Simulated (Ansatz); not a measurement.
## A failed many-body run on HgC2S2N2 (C2/m)

What is wrong with this input for HgC2S2N2 (C2/m)?

Main program and level: Ansatz 0.2.0; G0W0 on PBE, plane waves, PAW; PAW set soft_1.

### Step 1. The starting structure

It takes space group C2/m (No. 12, monoclinic). The conventional cell has a = 10.878 Å, b = 4.042 Å, c = 6.435 Å, α = 90.00°, β = 95.28°, γ = 90.00°. Nearest to Hg lie 2 S at 2.43 Å. Nearest to C lie 1 N at 1.18 Å and 1 S at 1.66 Å. S has 1 C at 1.66 Å and 1 Hg at 2.43 Å nearest. N has 1 C at 1.18 Å nearest. Farther neighbours and most contacts between anions are not listed.

Coordinates:

```cif
data_structure
_symmetry_space_group_name_H-M 'P 1'
_symmetry_Int_Tables_number 1
_cell_length_a 5.8023
_cell_length_b 5.8023
_cell_length_c 6.4350
_cell_angle_alpha 94.949
_cell_angle_beta 94.949
_cell_angle_gamma 40.768
_cell_volume 140.87
loop_
_atom_site_label
_atom_site_type_symbol
_atom_site_fract_x
_atom_site_fract_y
_atom_site_fract_z
_atom_site_occupancy
Hg1 Hg 0.00000 0.00000 0.00000 1
C2 C 0.26615 0.26615 0.22334 1
C3 C 0.73385 0.73385 0.77666 1
S4 S 0.13201 0.13201 0.32598 1
S5 S 0.86799 0.86799 0.67402 1
N6 N 0.36340 0.36340 0.15691 1
N7 N 0.63660 0.63660 0.84309 1
```

Geometry: measured cell, ions relaxed with PBE. The runs that relaxed it are not among those shown. Spin-orbit coupling is left out unless a step names it.

### Step 2. First try

The input, input.yaml:

```yaml
crystal:
  lattice:
    - [5.439, -2.021, 0.0]
    - [5.439, 2.021, 0.0]
    - [-0.5921680587, 0.0, 6.4076955288]
  atoms:
    - { symbol: Hg, position: [0.0, 0.0, 0.0] }
    - { symbol: C, position: [0.2661513025, 0.2661513025, 0.2233405963] }
    - { symbol: C, position: [0.7338486975, 0.7338486975, 0.7766594037] }
    - { symbol: S, position: [0.1320101513, 0.1320101513, 0.3259806969] }
    - { symbol: S, position: [0.8679898487, 0.8679898487, 0.6740193031] }
    - { symbol: "N", position: [0.3633996325, 0.3633996325, 0.1569129335] }
    - { symbol: "N", position: [0.6366003675, 0.6366003675, 0.8430870665] }
kpoints:
  mp_grid: { grid: [4, 4, 2] }
hamiltonian:
  xc: pbe
  pseudopotentials: { kind: paw, azcp: { folder: soft_1 } }
scf:
  occupations: { method: fixed }
  max_iter: 2
gw:
  n_empty_bands: 148
  ecut_chi: 60
  qp_bands: [v2, c2]
  qp_kpoints: band_edges
  screening: { model: contour_deformation }
```

Started as:

```sh
$ ansatz run input.yaml --threads 2 --pin off --max-ram 92160MiB --backend cuda --events-out ev --progress --plain --runs-dir out --devices 1 --max-vram 13GiB
```

Numbers of over 12 decimals in the logs are rounded to 6 here.

Log:

```text
GPUs: using 1 of 1 available (devices: 1).
Engine: ansatz 0.2.0, x86_64-unknown-linux-gnu
Pseudopotentials: kind: paw
Pseudopotential: Hg, paw, valence charge 20, recommended cutoff 420 eV (normal), soft_1/Hg.paw.azcp
Pseudopotential: C, paw, valence charge 4, recommended cutoff 420 eV (normal), soft_1/C.paw.azcp
Pseudopotential: S, paw, valence charge 6, recommended cutoff 420 eV (normal), soft_1/S.paw.azcp
Pseudopotential: N, paw, valence charge 5, recommended cutoff 420 eV (normal), soft_1/N.paw.azcp
Functional definition: PBE
  parameter kappa = 0.804
  parameter beta = 0.066725
  exchange = pbe_x(kappa = kappa, mu = beta*pi^2/3)
  correlation = pbe_c(beta = beta)
device memory: the entry about to start is reckoned to put 1.3 GiB on a device that reports 46.9 GiB free (of which the cap on the GPU budget leaves the run 13.0 GiB)
GPU FFT provider: cuFFT
GPU libraries: cuBLAS 13.8.2, cuFFT 12.4.0, cuSOLVER 12.3.4
Crystal: 7 atoms, lattice volume = 140.870 Å³
Basis set: ecut = 420 eV, 2761 PW (Γ)
Bands: 32, of which v1, the nominal top of the filled ones, is band 25 counted from 1 (24 counted from 0)
Symmetry: 4 space group operations
Space group: C2/m (ITA 12), of the structure as read, at distance tolerance 5.2e-5 Å
k-points: 14 of 32
Non-local potential: Hg, projectors of the file, l = 0: 3, l = 1: 2, l = 2: 2, l = 3: 1
Non-local potential: C, projectors of the file, l = 0: 2, l = 1: 2, l = 2: 1
Non-local potential: S, projectors of the file, l = 0: 2, l = 1: 2, l = 2: 1
Non-local potential: N, projectors of the file, l = 0: 2, l = 1: 2, l = 2: 1
PAW form: soft (Blöchl's): semilocal exchange-correlation on the pseudo side does not see the compensation charge
PAW one-centre angular grid: Hg, 590 points (default); XC on 64 Gauss nodes
PAW one-centre angular grid: C, 110 points (default); XC on 64 Gauss nodes
PAW one-centre angular grid: S, 110 points (default); XC on 64 Gauss nodes
PAW one-centre angular grid: N, 110 points (default); XC on 64 Gauss nodes
Initial density: superposition of atomic densities (chi_scale 0.1, normalization cell, long waves kept (reshape's long-wave potential 0.21 eV rms))
Initial wavefunctions: pseudopotential atomic-orbital guess
GPU buffer pool allocated for 72000 grid points (all kernels)
GPU transforms: local potential and band sums: pruned to the plane-wave sphere, on 40×40×45
Functional: x = pbe(κ = 0.804, μ = 0.219515), c = pbe(β = 0.066725)
SCF iter   1: F=—  HF=-16889.569529 eV  |F-HF|=—  |Δ(HF+E_count)|=         —  Δρ=7.43e-2  dr2=7.22e0  ethr=3.10e-3  ⟨swp⟩=10.1  Hψ=5469  notcnv=0
preconditioner: auto → Resta (q_TF=auto, 2.296 Å⁻¹)  ε∞=4.0  [insulator: Δε(μ)=2.066 eV  Ē_g=11.696 eV  n_scr=24 (ndim 8)  ℏωp=20.3 eV  f_vac=0.054  ε∞_Penn≈4.0]
SCF iter   2: F=—  HF=-16887.641192 eV  |F-HF|=—  |Δ(HF+E_count)|=    1.93e0  Δρ=3.58e-2  dr2=1.13e0  ethr=3.10e-3  ⟨swp⟩=10.2  Hψ=4506  notcnv=0
Error: did not converge after 2 iterations: dr2 = 1.13e0 (threshold 1.00e-7), under the density mixer `msr1`, which `scf.mixing.algorithm: auto` chose by the deck's other keys (type `scf.mixing.algorithm: msr1` to keep it); at k-index 0, counted from 0 in this SCF's own list of k-points, the highest band that the last eigensolve's fill by count filled, 2.597632 eV, and the lowest that it left empty, 4.973832 eV, lay  [...]
```

Run time: 7.5 s. Hardware: 1 × NVIDIA H100 80GB HBM3 (shared by 6 runs) with 2 threads of AMD EPYC 7R13 (Zen 3), shared host; peak memory 0.88 GiB.

**Diagnosis.**

No converged result was reached; the numbers in the log don't describe the system.

The program's message: “Error: did not converge after 2 iterations: dr2 = 1.13e0 (threshold 1.00e-7), under the density mixer `msr1`, which `scf.mixing.algorithm: auto` chose by the deck's other keys (type `scf.mixing.algori …”

The fault: too few SCF iterations. The ground state must converge before anything is built on it.

### Step 3. A better input

G0W0 replaces the xc potential by the self-energy, built once from these orbitals. Only a window of levels is corrected, while the sums run over the empty bands that the input names. This step takes PAW set soft_1 files.

Edit input.yaml of step 2 so:

```diff
@@ -20,6 +20,5 @@
   occupations: { method: fixed }
-  max_iter: 2
 gw:
-  n_empty_bands: 148
-  ecut_chi: 60
+  n_empty_bands: 113
+  ecut_chi: 50
   qp_bands: [v2, c2]
```

Log:

```text
GPUs: using 1 of 1 available (devices: 1).
[...]
GPU FFT provider: cuFFT
GPU libraries: cuBLAS 13.8.2, cuFFT 12.4.0, cuSOLVER 12.3.4
Crystal: 7 atoms, lattice volume = 140.870 Å³
Basis set: ecut = 420 eV, 2761 PW (Γ)
Bands: 32, of which v1, the nominal top of the filled ones, is band 25 counted from 1 (24 counted from 0)
[... 1 set-up line as in the run before ...]
[...]
k-points: 14 of 32
[...]
GPU buffer pool allocated for 72000 grid points (all kernels)
[...]
SCF iter   1: F=—  HF=-16889.568963 eV  |F-HF|=—  |Δ(HF+E_count)|=         —  Δρ=7.42e-2  dr2=7.20e0  ethr=3.10e-3  ⟨swp⟩=5.0  Hψ=1904  notcnv=0  defer=57
[...]
SCF iter   9: F=-16887.320488 eV  HF=-16887.320488 eV  |F-HF|=3.19e-9  |Δ(HF+E_count)|=   1.21e-6  Δρ=6.04e-6  dr2=5.85e-8  ethr=2.00e-10  ⟨swp⟩=11.4  Hψ=1961  notcnv=0
SCF 1 converged in 9 iterations: F = -16887.320488 eV  dr2 = 5.85e-8
[...]
0    24      2.3349   -18.3541     2.7225   -15.0051  0.7487     1.6987     1.7085  root
     0    25      2.9714   -19.8068     2.6595   -16.5885  0.7596     2.4065     2.4126  root
     0    26      5.3105   -10.9410    -3.1384   -15.2686  0.7983     6.5184     6.4996  root
     0    27      7.2756    -8.3449    -3.5321   -13.2605  0.7844     8.6959     8.6591  root
     1    24      2.3298   -18.5402     2.7326   -15.2065  0.7483     1.7199     1.7288  root
     1    25      2.9831   -19.6588     2.6505   -16.4245  0.7603     2.3927     2.3993  root
     1    26      6.1425   -11.8164    -3.4275   -16.6796  0.7853     7.6180     7.5782  root
     1    27      7.4470    -7.2599    -3.8131   -12.3381  0.7897     8.7434     8.7120  root
[...]
13    24      2.9634   -18.9209     2.5818   -15.7923  0.7578     2.4108     2.4166  root
    13    25      2.9821   -19.8503     2.6363   -16.6753  0.7604     2.4378     2.4433  root
    13    26      5.9602   -11.3764    -3.2918   -16.0172  0.7906     7.3394     7.3092  root
    13    27      7.7103    -8.7136    -3.8706   -14.2124  0.7669     9.4111     9.3386  root
[key lines of the parts left out:]
SCF converged after 9 iterations
Free energy (F): -16887.320488 eV
Fermi energy:    3.100609 eV
```

It took 9 s on 1 × NVIDIA H100 80GB HBM3 (shared by 6 runs) with 2 threads; peak memory 1.2 GiB.

This step gave:

```yaml
bands_summed: 138
rpa_eps_infinity_on_this_mesh_eigenvalues: 2.615, 3.253, 5.240
plane_waves_in_the_screening_matrix: 115
q_points_in_the_mesh: 32
g0w0_gap_on_the_mesh: 3.939 eV
k_of_the_valence_top: -0.5, -0.5, 0
k_of_the_conduction_bottom: 0, 0, 0
starting_gap_on_the_mesh: 2.210 eV
z_at_the_valence_top: 0.7623
z_at_the_conduction_bottom: 0.7983
least_direct_g0w0_gap_on_the_computed_points: 4.087 eV
```

The gap on the mesh goes from 2.21 eV to 3.94 eV, a correction of +1.73 eV. Between the two edge states, bare exchange in place of the xc potential would open the gap by 7.45 eV, and correlation takes back 5.72 eV.

### Step 4. Summary of results

```json
{
  "first try": "not converged after 7.5 s",
  "better run": "G0W0 gap on the mesh 3.94 eV (4×4×2 mesh, 113 empty bands, screening to 50 eV, PAW set soft_1 files)"
}
```

What this shows: The second run differs in: empty bands, screening cutoff (eV) and iteration cap. Bands and cutoff are finite, so the gap is not at the basis limit. The miss can reach some tenths of an eV and take either sign; the mesh is an error of its own. The 4×4×2 mesh is coarse for this cell (its supercell is 13 Å along the shortest edge). The RPA ε∞ on it, from the PBE start, is 2.61, 3.25 and 5.24; such meshes misread the long-range screening, most where the gap is narrow. The many-body steps are scalar-relativistic: spin-orbit coupling is not in them.

[Paths, hosts, dates, memory and timing lines, banners, echoed tables and standing remarks are left out of the program output.]

[Logs are printed without paths, hosts, clocks, repeated set-up lines and the standing remarks that a program may print on its own settings, such as how far it seeks lower states.]

[Runs of the session that timed out or met a known fault of the program may be left out.]

[Cells called generated may have been cut or substituted from an entry of the Crystallography Open Database or the Materials Project.]

[Hosts, paths, dates, database ids (printed as entryN), source tags and the programs' standing remarks are cut or masked in the printed files.]
